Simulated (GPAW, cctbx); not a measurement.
# Ga4Sb3As: deformation density and structure factors from DFT

Question: by how much does bonding change the structure factors of Ga4Sb3As?

The cell is our own: ordered zincblende alloy in the eight-atom cube, 3 of 4 As sites given to Sb. All numbers below are calculated.

**1. Find the equilibrium geometry**

The density hangs on the geometry, so cell and atoms are relaxed first, with the symmetry held. The cutoff is set higher than for the density because stress converges slowly with plane waves.

Settings: GPAW 26.7.0, PBE, 650 eV, 4×4×4 k-points, Fermi–Dirac width 0.02 eV, BFGS to 0.02 eV/Å.

```text
cell
1.0
     6.102500000    0.000000000    0.000000000
     0.000000000    6.102500000    0.000000000
     0.000000000    0.000000000    6.102500000
Sb Ga As
3 4 1
Direct
0.000000000 0.000000000 0.500000000
0.000000000 0.500000000 0.000000000
0.500000000 0.000000000 0.000000000
0.250000000 0.250000000 0.750000000
0.250000000 0.750000000 0.250000000
0.750000000 0.250000000 0.250000000
0.750000000 0.750000000 0.750000000
0.500000000 0.500000000 0.500000000
```

```console
$ OMP_NUM_THREADS=1 mpirun -n 4 gpaw python run.py > gpaw.log
```

```text
BFGS:    0      -30.954883        0.826621
BFGS:    1      -30.991744        0.724393
BFGS:    2      -31.105366        0.066706
BFGS:    3      -31.106236        0.004751
cell  6.1084 6.1084 6.1084  90.00 90.00 90.00
volume 227.918 A^3, largest force 0.003 eV/A, largest stress 0.01 GPa
```

After 3 steps the volume has changed by +0.3 % and the energy by -0.151 eV; the largest stress left is 0.01 GPa. It took 64 s on 4 cores of Arm Neoverse V2 (shared host), peak memory 1.1 GiB.

Relaxed structure: P-43m (no. 215), a = 6.1084 Å, b = 6.1084 Å, c = 6.1084 Å, α = 90.00°, β = 90.00°, γ = 90.00°.

```
atom  mult.       x       y       z
 Sb1      3       0       0     1/2
 As1      1     1/2     1/2     1/2
 Ga1      4  0.2584  0.2584  0.7417
```

**2. The all-electron density**

X-rays see the whole electron density, so the PAW density is rebuilt with its core regions. Subtracting spherical free atoms from the same code cancels the cores and leaves the deformation density Δρ, the part due to bonding.

Settings: PBE, 600 eV, 4×4×4 k-points, Fermi–Dirac width 0.02 eV; primitive cell of 8 atoms.

```console
$ OMP_NUM_THREADS=1 mpirun -n 4 gpaw python run.py > gpaw.log
```

```text
|iter:   1|       0s |  -31.169520 | +0.56 |       |
|iter:   2|       1s |  -31.192810 | -1.75 | -1.22 |
|iter:   3|       3s |  -31.208742 | -2.17 | -1.25 |
...
|iter:   9|      14s |  -31.104350c| -6.28 | -4.18c|
|iter:  10|      15s |  -31.104350c| -7.17 | -4.75c|
|iter:  11|      17s |  -31.104350c| -7.96c| -5.34c|
```

```text
grid (70, 70, 70)  electrons 310.000  moved by bonding 1.750 e
deformation density beyond 0.5 A of the nuclei: max 0.112, min -0.051 e/A^3
atom        x       y       z   Voronoi charge  moment
Sb1    0.0000  0.0000  0.5000     -0.032       0.00
Sb2    0.0000  0.5000  0.0000     -0.032       0.00
Sb3    0.5000  0.0000  0.0000     -0.032       0.00
As4    0.5000  0.5000  0.5000     -0.123       0.00
Ga5    0.2583  0.2583  0.7417      0.055       0.00
Ga6    0.2583  0.7417  0.2583      0.055       0.00
Ga7    0.7417  0.2583  0.2583      0.055       0.00
Ga8    0.7417  0.7417  0.7417      0.055       0.00
mean inner potential of superposed free atoms 14.436 V
total magnetic moment 0.000 muB
```

Deformation density in a plane through the shortest contact of the As atom at the origin, in 0.01 e/Å³ (clipped at ±99); x from -1.6 to 4.2 Å, y from 2.4 down to -2.4 Å:

```text
 -2   .   .   .  -4  -3  -2  -1  -1  -1  -1  -1  -1  -1  -1  -1
 -1  -4   .  -4  -3  -1  -1  -1  -1  -1  -1  -1  -1  -1  -1  -1
 -1  -3  -2   2   4   2   0  -1  -1  -1  -1  -1   0   0  -1  -1
  0   2   6  11   9   4   1   0   0  -2  -2  -1   0   0   0  -1
  0   2   6   8   5   1   1   3   2  -2  -4  -4  -2   0   0  -1
 -1  -1   0  -2   .  -3   2   8   5  -3  -2   .  -4  -3  -1  -1
 -1  -2  -4   .   .   .   3  11   7  -4   .   .   .  -4  -2  -1
 -1  -1  -2  -3   .  -3   2   8   5  -3  -3   .  -4  -2  -1  -1
 -1   0   1   0  -2  -3  -1   2   2  -1  -3  -1   3   4   2   0
 -1   0   1   1  -1  -2  -1   0   0   0   2   7  10   8   4   0
 -1  -1   0   0  -1  -1  -1  -1  -1   0   2   6   7   3   0  -1
 -1  -1  -1  -1  -1  -1  -1  -1  -1  -1   0   0  -1  -1  -3  -1
 -1  -1  -1  -1  -1  -1  -1  -1  -1  -1  -2  -2  -3   .   .  -2
```

Atoms in or within 0.15 Å of the plane: As (0.0, 0.0), Ga (2.6, 0.0), Ga (-0.8, 2.4) Å. Dots mark points within about 0.45 Å of a nucleus; large values next to them are atomic features.

As gains most (-0.12 e) and Ga loses most (+0.06 e), as electronegativity suggests. Such charges fall far short of formal ones, since overlapping free atoms already put density on their neighbours. Along the shortest contact from the As atom at the map's origin, As–Ga at 2.56 Å, Δρ is +0.10 e/Å³ at the midpoint and highest, +0.11, 1.15 Å from As (points within 0.5 Å of a nucleus left out): a bond charge, the mark of covalency. At the midpoints of other shortest contacts it is +0.10 (Sb–Ga, 2.68 Å) e/Å³. Point values carry grid noise of about 0.01 e/Å³. The run needed 11 iterations, 25 s.

**3. From the density to structure factors**

The Fourier components of Δρ, added to those of the free atoms, give the static X-ray structure factors; the Mott–Bethe relation turns them into the Fourier components V of the potential that fast electrons feel.

```text
static structure factors of the conventional cell: F in electrons, V (Mott-Bethe) in volts
   h  k  l      d  |F| table  |F| free   |F| DFT   change   |V| free  |V| DFT  change %
   0  1  0  6.1084    10.956    10.974    10.968   -0.006     0.393    0.397      1.1
   0  1  1  4.3193    16.142    16.156    16.128   -0.027     0.564    0.574      1.8
   1  1  1  3.5267   194.993   195.105   195.677    0.572     7.046    6.903     -2.0
   0  2  0  3.0542    52.839    52.854    53.041    0.187     1.844    1.809     -1.9
   0  2  1  2.7318    20.408    20.401    20.335   -0.066     0.610    0.620      1.6
   1  2  1  2.4937    18.251    18.242    18.150   -0.092     0.527    0.539      2.2
   0  2  2  2.1596   236.675   236.409   235.961   -0.448     6.775    6.817      0.6
   1  2  2  2.0361     9.010     9.047     9.061    0.014     0.217    0.216     -0.5
   0  3  0  2.0361    28.429    28.397    28.324   -0.072     0.754    0.760      0.8
   0  3  1  1.9316    14.278    14.303    14.295   -0.009     0.354    0.355      0.2
   1  3  1  1.8418   160.947   160.677   160.128   -0.549     4.215    4.253      0.9
   2  2  2  1.7633    45.441    45.788    45.760   -0.028     1.141    1.145      0.3
   0  3  2  1.6942     0.688     0.579     0.557   -0.022     0.043    0.045      2.9
   1  3  2  1.6325    14.808    14.817    14.843    0.026     0.346    0.345     -0.4
```

The largest X-ray change is +0.57 e on 111, 0.3 % of |F|. For electrons V goes as (Z − F)/g², so a change of F counts against Z − F, which is small at low angle and wherever the atoms' terms cancel: |V| of 121 moves by +2.2 % (0.53 to 0.54 V) against -0.5 % in |F|. The tabulated Hartree–Fock atoms differ from the free DFT atoms by up to 0.35 e, so the choice of reference atom matters too.

**4. Answer**

Bonding moves 1.75 e in the primitive cell of Ga4Sb3As and changes the structure factors of the conventional cell in the table above by at most 0.57 e (111, 0.3 %), and among reflections above 2 % of the strongest by up to 0.5 % (121). The shortest bond, As–Ga, has Δρ = +0.10 e/Å³ at its midpoint, a covalent bond charge. Limits: static density, frozen cores, no spin–orbit coupling.

[Outputs are excerpts: Python notices, other lines and further rows are left out; steps that failed or that the build refused (PBEsol, TPSS) are not shown.]

[Logs are printed without paths, hosts, clocks, repeated set-up lines and the standing remarks that a program may print on its own settings, such as how far it seeks lower states.]
